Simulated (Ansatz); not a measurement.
# Sn2B3Rh, from a guessed structure to a relaxed one

This structure for Sn2B3Rh is made up. Its elements were placed in a known structure type with a cell scaled to their sizes. What cell does the guess relax to, and how far off was it?

Calculated with Ansatz 0.2.0; DFT, PBEsol, plane-wave PAW, files of the set soft_1, scalar-relativistic, no spin, cell and ions relaxed at zero pressure; PAW set soft_1, in the first sound run; inputs show where later runs differ.

## Step 1: Set-up

It takes space group R-3m (No. 166, trigonal). The conventional cell has a = 4.910 Å, b = 4.910 Å, c = 11.496 Å, α = 90.00°, β = 90.00°, γ = 120.00°. Nearest to Sn lie 9 B at 2.81 to 2.83 Å and 4 Sn at 2.82 to 3.01 Å and 3 Rh at 2.88 Å. Nearest to Rh lie 6 B at 2.38 Å and 6 Sn at 2.88 Å. Nearest to B lie 2 Rh at 2.38 Å and 4 B at 2.46 Å and 6 Sn at 2.81 to 2.83 Å. Farther neighbours are not listed.

## Step 2: Relaxing cell and atoms

The guessed cell has no reason to be at equilibrium. It is relaxed with the atoms, within the space group of the guess.

File input.yaml:

```yaml
crystal:
  lattice:
    - [2.455, 1.417394911, 3.832]
    - [-2.455, 1.417394911, 3.832]
    - [0.0, -2.834789822, 3.832]
  atoms:
    - { symbol: Sn, position: [0.377433333, 0.377433333, 0.377433333] }
    - { symbol: Sn, position: [0.622566667, 0.622566667, 0.622566667] }
    - { symbol: Rh, position: [0.0, 0.0, 0.0] }
    - { symbol: B, position: [0.0, 0.0, 0.5] }
    - { symbol: B, position: [0.5, 0.0, 0.0] }
    - { symbol: B, position: [0.0, 0.5, 0.0] }
kpoints:
  mp_grid: { grid: [7, 7, 7] }
scf:
  occupations: { method: fermi_dirac, width: 0.05 }
hamiltonian:
  xc: pbesol
  pseudopotentials: { kind: paw, azcp: { folder: soft_1 }, xc_functional: pbe }
relax:
  f_tol: 0.015
  max_steps: 70
  cell: {}
output:
  forces: true
  stress: true
```

Started as:

```sh
ansatz run input.yaml --threads 4 --pin off --max-ram 10240MiB --backend cpu --events-out ev --progress --plain --runs-dir out
```

Numbers of over 12 decimals in the logs are rounded to 6 here.

What it wrote:

```text
Engine: ansatz 0.2.0, aarch64-unknown-linux-gnu
Pseudopotentials: kind: paw
Pseudopotential: Sn, paw, valence charge 14, recommended cutoff 420 eV (normal), soft_1/Sn.paw.azcp
Pseudopotential: Rh, paw, valence charge 17, recommended cutoff 420 eV (normal), soft_1/Rh.paw.azcp
Pseudopotential: B, paw, valence charge 3, recommended cutoff 420 eV (normal), soft_1/B.paw.azcp
Functional definition: PBEsol
  exchange = pbesol_x
  correlation = pbesol_c
Crystal: 6 atoms, lattice volume = 80.005 Å³
Basis set: ecut = 420 eV, 1549 PW (Γ), exchange–correlation on 64×64×64 points (8 copies of the dense FFT grid, shifted against one another)
Bands: 33, of which v1, the nominal top of the filled ones, is band 27 counted from 1 (26 counted from 0)
Symmetry: 12 space group operations
Space group: R-3m (ITA 166), of the structure as read, at distance tolerance 4.3e-5 Å
k-points: 44 of 343
Non-local potential: Sn, projectors of the file, l = 0: 2, l = 1: 2, l = 2: 2, l = 3: 1
Non-local potential: Rh, projectors of the file, l = 0: 3, l = 1: 2, l = 2: 2, l = 3: 1
Non-local potential: B, projectors of the file, l = 0: 2, l = 1: 2, l = 2: 1
PAW form: soft (Blöchl's): semilocal exchange-correlation on the pseudo side does not see the compensation charge
PAW frozen core: Sn, regenerated for the run's functional, and the local potential with it (the file was generated under x = pbe(κ = 0.804, μ = 0.219515), c = pbe(β = 0.066725))
PAW frozen core: Rh, regenerated for the run's functional, and the local potential with it (the file was generated under x = pbe(κ = 0.804, μ = 0.219515), c = pbe(β = 0.066725))
PAW frozen core: B, regenerated for the run's functional, and the local potential with it (the file was generated under x = pbe(κ = 0.804, μ = 0.219515), c = pbe(β = 0.066725))
PAW one-centre angular grid: Sn, 590 points (default); XC on 64 Gauss nodes
PAW one-centre angular grid: Rh, 590 points (default); XC on 64 Gauss nodes
PAW one-centre angular grid: B, 110 points (default); XC on 64 Gauss nodes
Initial density: superposition of atomic densities (chi_scale 0.1, normalization cell, long waves kept (reshape's long-wave potential 0.00 eV rms))
Initial wavefunctions: pseudopotential atomic-orbital guess
Functional: x = pbesol(κ = 0.804, μ = 0.123457), c = pbesol(β = 0.046)
SCF iter   1: F=—  HF=-18693.194926 eV  |F-HF|=—  |Δ(HF+E_count)|=         —  Δρ=1.49e-1  dr2=3.05e1  ethr=3.10e-3  ⟨swp⟩=6.0  Hψ=5860  notcnv=0
preconditioner: auto → Kerker (q_TF=auto, 2.555 Å⁻¹)  [metal: Δε(μ)=0.026 eV  Ē_g=14.260 eV  σ=0.050 eV  W_gap=0.13  n_scr=14 (ndim 8)  ℏωp=28.2 eV  f_vac=0.000  D(μ)=3.82/eV (n_scr^D=26)]
SCF iter   2: F=—  HF=-18690.735762 eV  |F-HF|=—  |Δ(HF+E_count)|=    2.46e0  Δρ=6.61e-2  dr2=6.43e0  ethr=3.10e-3  ⟨swp⟩=2.0  Hψ=3206  notcnv=0  defer=6
SCF iter   3: F=—  HF=-18690.071335 eV  |F-HF|=—  |Δ(HF+E_count)|=   6.64e-1  Δρ=8.81e-3  dr2=1.08e-1  ethr=3.10e-3  ⟨swp⟩=2.4  Hψ=2180  notcnv=0  defer=6
SCF iter   4: F=—  HF=-18690.052503 eV  |F-HF|=—  |Δ(HF+E_count)|=   1.88e-2  Δρ=1.51e-3  dr2=1.23e-3  ethr=2.01e-4  ⟨swp⟩=2.1  Hψ=2242  notcnv=0  defer=14
SCF iter   5: F=—  HF=-18690.052266 eV  |F-HF|=—  |Δ(HF+E_count)|=   2.38e-4  Δρ=4.34e-4  dr2=2.49e-4  ethr=2.28e-6  ⟨swp⟩=2.1  Hψ=2477  notcnv=0  defer=14
SCF iter   6: F=—  HF=-18690.052188 eV  |F-HF|=—  |Δ(HF+E_count)|=   7.78e-5  Δρ=8.46e-5  dr2=7.24e-6  ethr=4.62e-7  ⟨swp⟩=2.0  Hψ=1992  notcnv=0  defer=14
SCF iter   7: F=—  HF=-18690.052163 eV  |F-HF|=—  |Δ(HF+E_count)|=   2.45e-5  Δρ=2.29e-5  dr2=4.13e-7  ethr=1.34e-8  ⟨swp⟩=2.0  Hψ=2442  notcnv=0  defer=14
SCF iter   8: F=-18690.052163 eV  HF=-18690.052163 eV  |F-HF|=2.39e-8  |Δ(HF+E_count)|=   1.40e-7  Δρ=7.44e-6  dr2=3.33e-8  ethr=1.85e-10  ⟨swp⟩=5.0  Hψ=5401  notcnv=0
SCF 1 converged in 8 iterations: F = -18690.052163 eV  dr2 = 3.33e-8
  greatest PAW one-centre occupation: 0.999 electrons in one spin orbital (limit 2), on the Rh atom at site 2 (counted from 0), in its partial waves of l = 0
relax step   1: F+E_penalty+E_count = -18690.05216327 eV  Δ(F+E_penalty+E_count) = +0.000e0 eV  max|allowed force component| = 4.405e-1 eV/Å  Δτ_max = 0.0000 Å  P = -1.056 GPa  Ω = 80.005 Å³  (8 SCF iters, dr2 threshold 1.00e-7 eV, accepted)
Crystal: 6 atoms, lattice volume = 79.128 Å³
Basis set: ecut = 420 eV, 1543 PW (Γ), exchange–correlation on 64×64×64 points (8 copies of the dense FFT grid, shifted against one another)
Initial density: handed on by an earlier stage of this run
Initial wavefunctions: those handed on with the density
iter 1 solved again at ethr=4.20e-5 eV; its pass at ethr=3.10e-3 eV (dr2=2.27e-2 eV) is discarded
SCF iter   1: F=—  HF=-18690.104117 eV  |F-HF|=—  |Δ(HF+E_count)|=         —  Δρ=5.10e-3  dr2=2.30e-2  ethr=4.20e-5  ⟨swp⟩=1.6  Hψ=8377  notcnv=0
preconditioner: auto → Kerker (q_TF=auto, 2.560 Å⁻¹)  [metal: Δε(μ)=0.033 eV  Ē_g=14.467 eV  σ=0.050 eV  W_gap=0.16  n_scr=20 (ndim 8)  ℏωp=28.3 eV  f_vac=0.000  D(μ)=3.74/eV (n_scr^D=26)]
SCF iter   2: F=—  HF=-18690.101305 eV  |F-HF|=—  |Δ(HF+E_count)|=   2.81e-3  Δρ=2.61e-3  dr2=6.04e-3  ethr=4.20e-5  ⟨swp⟩=1.0  Hψ=1452  notcnv=0
SCF iter   3: F=—  HF=-18690.100283 eV  |F-HF|=—  |Δ(HF+E_count)|=   1.02e-3  Δρ=4.05e-4  dr2=1.51e-4  ethr=1.12e-5  ⟨swp⟩=2.4  Hψ=1891  notcnv=0
SCF iter   4: F=—  HF=-18690.100233 eV  |F-HF|=—  |Δ(HF+E_count)|=   5.05e-5  Δρ=7.07e-5  dr2=3.56e-6  ethr=2.80e-7  ⟨swp⟩=2.2  Hψ=1980  notcnv=0
iter 5 did not close the SCF: its close was put off for the readings that it lacked (scf_convergence_deferred on its scf_iter line)
SCF iter   5: F=-18690.100232 eV  HF=-18690.100232 eV  |F-HF|=2.00e-7  |Δ(HF+E_count)|=   3.96e-8  Δρ=2.11e-5  dr2=3.86e-7  ethr=6.60e-9  ⟨swp⟩=2.4  Hψ=2410  notcnv=0
SCF iter   6: F=-18690.100232 eV  HF=-18690.100232 eV  |F-HF|=1.21e-8  |Δ(HF+E_count)|=   6.77e-8  Δρ=4.59e-6  dr2=2.02e-8  ethr=7.16e-10  ⟨swp⟩=3.0  Hψ=5245  notcnv=0
SCF 2 converged in 6 iterations: F = -18690.100232 eV  dr2 = 2.02e-8
relax step   2: F+E_penalty+E_count = -18690.10023239 eV  Δ(F+E_penalty+E_count) = -4.807e-2 eV  max|allowed force component| = 3.393e-1 eV/Å  Δτ_max = 0.0985 Å  P = +0.863 GPa  Ω = 79.128 Å³  energy of the carried Pulay correction = +3.262e-4 eV  (6 SCF iters, dr2 threshold 6.00e-7 eV, accepted)
Crystal: 6 atoms, lattice volume = 78.762 Å³
Basis set: ecut = 420 eV, 1537 PW (Γ), exchange–correlation on 64×64×64 points (8 copies of the dense FFT grid, shifted against one another)
iter 1 solved again at ethr=8.89e-5 eV; its pass at ethr=3.10e-3 eV (dr2=4.80e-2 eV) is discarded
[...]
[... from here on, the SCF cycles and remarks between the steps are left out ...]
relax step   4: F+E_penalty+E_count = -18690.31510396 eV  Δ(F+E_penalty+E_count) = -1.089e-1 eV  max|allowed force component| = 5.936e-1 eV/Å  Δτ_max = 0.0526 Å  P = +2.644 GPa  Ω = 79.197 Å³  energy of the carried Pulay correction = +3.004e-4 eV  (6 SCF iters, dr2 threshold 6.00e-7 eV, accepted)
relax step   5: F+E_penalty+E_count = -18690.53002471 eV  Δ(F+E_penalty+E_count) = -2.149e-1 eV  max|allowed force component| = 4.183e-1 eV/Å  Δτ_max = 0.0380 Å  P = +0.125 GPa  Ω = 82.011 Å³  energy of the carried Pulay correction = -7.327e-4 eV  (6 SCF iters, dr2 threshold 6.00e-7 eV, accepted)
relax step   6: F+E_penalty+E_count = -18690.48808833 eV  Δ(F+E_penalty+E_count) = +4.194e-2 eV  max|allowed force component| = 3.460e-1 eV/Å  Δτ_max = 0.0073 Å  P = +5.077 GPa  Ω = 80.881 Å³  energy of the carried Pulay correction = -3.221e-4 eV  (6 SCF iters, dr2 threshold 6.00e-7 eV, rejected (line search))
relax step   7: F+E_penalty+E_count = -18690.56089675 eV  Δ(F+E_penalty+E_count) = -3.087e-2 eV  max|allowed force component| = 1.044e-1 eV/Å  Δτ_max = 0.0211 Å  P = -1.156 GPa  Ω = 83.232 Å³  energy of the carried Pulay correction = -1.170e-3 eV  (9 SCF iters, accepted)
relax step   8: F+E_penalty+E_count = -18690.56480235 eV  Δ(F+E_penalty+E_count) = -3.906e-3 eV  max|allowed force component| = 3.607e-3 eV/Å  Δτ_max = 0.0112 Å  P = +0.113 GPa  Ω = 82.692 Å³  energy of the carried Pulay correction = -9.772e-4 eV  (6 SCF iters, dr2 threshold 6.00e-7 eV, accepted)
relax step   9: F+E_penalty+E_count = -18690.56480643 eV  Δ(F+E_penalty+E_count) = -4.077e-6 eV  max|allowed force component| = 2.130e-3 eV/Å  Δτ_max = 0.0002 Å  P = +0.013 GPa  Ω = 82.750 Å³  energy of the carried Pulay correction = -9.982e-4 eV  (6 SCF iters, dr2 threshold 5.85e-8 eV, accepted)
relax step  10: F+E_penalty+E_count = -18690.57672289 eV  Δ(F+E_penalty+E_count) = -1.192e-2 eV  max|allowed force component| = 2.941e-3 eV/Å  Δτ_max = 0.0000 Å  P = +0.201 GPa  Ω = 82.750 Å³  stress off target by 3.16e-1 GPa  SCF on the basis re-selected at this cell (its energy is not comparable with the rows above)  (6 SCF iters)
relax step  11: F+E_penalty+E_count = -18690.57716541 eV  Δ(F+E_penalty+E_count) = -4.425e-4 eV  max|allowed force component| = 7.353e-3 eV/Å  Δτ_max = 0.0045 Å  P = +0.014 GPa  Ω = 83.034 Å³  energy of the carried Pulay correction = -9.645e-5 eV  (6 SCF iters, dr2 threshold 2.49e-7 eV, accepted)
iter 1 solved again at ethr=1.39e-7 eV; its pass at ethr=3.10e-3 eV (dr2=7.49e-5 eV) is discarded
SCF iter   1: F=—  HF=-18690.577268 eV  |F-HF|=—  |Δ(HF+E_count)|=         —  Δρ=3.77e-4  dr2=2.43e-6  ethr=1.39e-7  ⟨swp⟩=3.7  Hψ=9800  notcnv=0
preconditioner: auto → Kerker (q_TF=auto, 2.539 Å⁻¹)  [metal: Δε(μ)=0.002 eV  Ē_g=14.318 eV  σ=0.050 eV  W_gap=0.01  n_scr=20 (ndim 8)  ℏωp=27.6 eV  f_vac=0.000  D(μ)=2.56/eV (n_scr^D=20)]
SCF iter   2: F=—  HF=-18690.577262 eV  |F-HF|=—  |Δ(HF+E_count)|=   5.74e-6  Δρ=1.91e-4  dr2=6.25e-7  ethr=4.50e-9  ⟨swp⟩=1.3  Hψ=1506  notcnv=0
SCF iter   3: F=—  HF=-18690.577272 eV  |F-HF|=—  |Δ(HF+E_count)|=   9.79e-6  Δρ=7.17e-7  dr2=3.20e-10  ethr=1.16e-9  ⟨swp⟩=1.0  Hψ=1452  notcnv=0
iter 4 did not close the SCF: its close was put off for the readings that it lacked (scf_convergence_deferred on its scf_iter line)
SCF iter   4: F=-18690.577272 eV  HF=-18690.577272 eV  |F-HF|=7.28e-12  |Δ(HF+E_count)|=  4.91e-10  Δρ=2.06e-7  dr2=2.55e-11  ethr=1.00e-12  ⟨swp⟩=2.7  Hψ=2597  notcnv=0
iter 5 did not close the SCF: its close was put off for the readings that it lacked (scf_convergence_deferred on its scf_iter line)
SCF iter   5: F=-18690.577272 eV  HF=-18690.577272 eV  |F-HF|=3.64e-12  |Δ(HF+E_count)|=  3.64e-12  Δρ=6.09e-8  dr2=3.03e-12  ethr=1.00e-12  ⟨swp⟩=1.0  Hψ=1452  notcnv=0
iter 6 did not close the SCF: its close was put off for the readings that it lacked (scf_convergence_deferred on its scf_iter line)
SCF iter   6: F=-18690.577272 eV  HF=-18690.577272 eV  |F-HF|=7.28e-12  |Δ(HF+E_count)|=  3.64e-12  Δρ=9.62e-9  dr2=9.07e-14  ethr=1.00e-12  ⟨swp⟩=1.0  Hψ=1452  notcnv=0
iter 7 did not close the SCF: its close was put off for the readings that it lacked (scf_convergence_deferred on its scf_iter line)
SCF iter   7: F=-18690.577272 eV  HF=-18690.577272 eV  |F-HF|=3.64e-12  |Δ(HF+E_count)|=  7.28e-12  Δρ=3.03e-9  dr2=7.21e-15  ethr=1.00e-12  ⟨swp⟩=1.0  Hψ=1452  notcnv=0
SCF iter   8: F=-18690.577272 eV  HF=-18690.577272 eV  |F-HF|=3.64e-12  |Δ(HF+E_count)|=  3.64e-12  Δρ=8.48e-10  dr2=6.89e-16  ethr=1.00e-12  ⟨swp⟩=1.5  Hψ=3128  notcnv=0
SCF 12 converged in 8 iterations: F = -18690.577272 eV  dr2 = 6.89e-16
relax step  12: F+E_penalty+E_count = -18690.57727186 eV  Δ(F+E_penalty+E_count) = -1.065e-4 eV  max|allowed force component| = 7.349e-3 eV/Å  Δτ_max = 0.0000 Å  P = +0.014 GPa  Ω = 83.034 Å³  stress off target by 3.82e-2 GPa  SCF on the basis re-selected at this cell (its energy is not comparable with the rows above)  (8 SCF iters)
basis re-selected at this cell: Δ(F+E_penalty+E_count) = -1.065e-4 eV, ΔP = -0.000 GPa vs the last step (what re-selecting the basis moved, of the pressure what is left beyond the Pulay correction that the steps carried, after the strain that the cell walked since its last selection, with what the two solves' SCF thresholds leave and, on support functions, any second-order correction that the steps lacked; it is no m [...]
SCF converged after 8 iterations
Free energy (F): -18690.577272 eV
Harris-Foulkes:  -18690.577272 eV  (|F-HF|=3.64e-12)
Internal energy: -18690.556612 eV  (E = F + TS)
E sigma→0 (E₀):  -18690.566942 eV
Entropy (-TS):   -0.020660 eV (-3.443 meV/atom)
Fermi energy:    13.892412 eV
--- Per-component energies (eV) ---
  E_band       = -246.970827
  E_kinetic    = 1002.998604
  E_local      = -3941.554807  (includes V_loc(G=0)·N_el)
  E_nonlocal   = 624.636395
  E_hartree    = 1767.671170
  E_xc         = -544.632365
  E_vxc        = -524.870573  (∫ρ·V_xc dr)
  E_paw        = -12356.636980  (= ΣΔE_a)
  E_vpaw       = -943.523663  (= ΣTr[D̂ρ^β])
  E_aug_tail   = 0.000879  (compensation charges beyond the density's cutoff)
  E_ewald      = -5243.929519
  E_core_change = 0.890012  (= ΣΔE_core)
  E_smearing   = -0.020660  (= −TS)
  E_closure    = -0.000000  (closes the sum)
  Σ components = -18690.577272   (vs F -18690.577272, Δ=0.00e0)
--- Forces (eV/Å), atoms counted from 1 ---
  atom   1  Sn    -0.00000000     0.00000000    -0.00734903
  atom   2  Sn     0.00000000     0.00000000     0.00734903
  atom   3  Rh    -0.00000000     0.00000000    -0.00000000
  atom   4  B      0.00000000     0.00000000     0.00000000
  atom   5  B     -0.00000000     0.00000000     0.00000000
  atom   6  B      0.00000000     0.00000000     0.00000000
  max |Σ_I F_I| component: 9.25e-18 eV/Å
--- Stress (GPa, compression-positive) ---
        0.002297      -0.000000       0.000000
       -0.000000       0.002297      -0.000000
        0.000000      -0.000000       0.038177
  P = ⅓ Tr σ = 0.0143 GPa (0.143 kbar)
--- Relaxed structure (10 steps of the walk, 9 accepted, 2 SCFs on fresh bases) ---
  F+E_penalty+E_count = -18690.57727186 eV   max|allowed force component| = 7.349e-3 eV/Å   (the final SCF, on the basis selected at the relaxed cell)
  cell:  # Å, volume = 83.0340 Å³
    - [2.714648, 1.567303, 3.252658]
    - [-2.714648, 1.567303, 3.252658]
    - [0, -3.134606, 3.252658]
  atoms:
    - { symbol: Sn, position: [0.357154, 0.357154, 0.357154] }
    - { symbol: Sn, position: [0.642846, 0.642846, 0.642846] }
    - { symbol: Rh, position: [-2.0119734121744465e-19, -2.0119734121744467e-19, -2.0119734121744462e-19] }
    - { symbol: B, position: [2.7755575615628914e-17, 2.7755575615628914e-17, 0.500000] }
    - { symbol: B, position: [0.5, -2.7755575615628914e-17, 0.0] }
    - { symbol: B, position: [-2.7755575615628914e-17, 0.5, 0.0] }
```

It took 18 s on 4 threads of Arm Neoverse V2, shared host; peak memory 0.47 GiB.

Relaxation path:

```
step  energy less that of the first step (eV)  largest force component (eV/Å)  pressure (GPa)  volume (Å³)
   1                                   0.0000                          0.4405           -1.06        80.01
   2                                  -0.0481                          0.3393            0.86        79.13
   3                                  -0.1541                          0.4160            2.16        78.76
   4                                  -0.2629                          0.5936            2.64        79.20
   5                                  -0.4779                          0.4183            0.12        82.01
   6                                  -0.4359                          0.3460            5.08        80.88
   7                                  -0.5087                          0.1044           -1.16        83.23
   8                                  -0.5126                          0.0036            0.11        82.69
   9                                  -0.5126                          0.0021            0.01        82.75
 10*                                  -0.5246                          0.0029            0.20        82.75
  11                                  -0.5250                          0.0074            0.01        83.03
 12*                                  -0.5251                          0.0073            0.01        83.03
```

Relaxation steps marked * repeat the geometry before them on a plane-wave basis chosen anew for their cell, so energy and pressure can jump there. Relaxation step 6 was tried and not accepted.

The run keeps the 12 symmetry operations that it works with, so distortions that break them were not tested.

```
     cell as run  before  after   change
           a (Å)   4.767  4.517   -5.2 %
           b (Å)   4.767  4.517   -5.2 %
           c (Å)   4.767  4.517   -5.2 %
           α (°)   62.00  73.88  +19.2 %
           β (°)   62.00  73.88  +19.2 %
           γ (°)   62.00  73.88  +19.2 %
volume (Å³/atom)   13.33  13.84   +3.8 %
```

The atoms that moved most (Å, as changes of fractional coordinates times the final cell):

```
atom     dx     dy      dz  length
 Sn1  0.000  0.000  -0.198   0.198
 Sn2  0.000  0.000   0.198   0.198
```

The relaxed structure:

```xyz
6
Lattice="2.7146 1.5673 3.2527 -2.7146 1.5673 3.2527 0.0000 -3.1346 3.2527" Properties=species:S:1:pos:R:3 pbc="T T T"
Sn    0.0000    0.0000    3.4851
Sn    0.0000    0.0000    6.2729
Rh    0.0000    0.0000    0.0000
B     0.0000   -1.5673    1.6263
B     1.3573    0.7837    1.6263
B    -1.3573    0.7837    1.6263
```

This step gave:

- free energy: -18690.5773 eV
- energy at zero smearing: -18690.5669 eV
- smearing term TS: 0.02066 eV
- Fermi energy: 13.89 eV
- electrons: 54
- symmetry operations: 12
- pressure: 0.01426 GPa

Shortest distances by pair of elements, guess and relaxed (not always the same contact):

```
 pair  guess (Å)  relaxed (Å)
 B–Rh      2.383        2.259
 B–Sn      2.807        2.431
  B–B      2.455        2.715
Sn–Sn      2.818        2.788
Rh–Sn      2.880        3.143
```

The relaxation ends with a largest force component of 0.0073 eV/Å and a pressure of 0.01 GPa.

[end of part 1 of 2]

[Logs are printed without paths, hosts, clocks, repeated set-up lines and the standing remarks that a program may print on its own settings, such as how far it seeks lower states.]

[Hosts, paths, dates, database ids (printed as entryN), source tags and the programs' standing remarks are cut or masked in the printed files.]
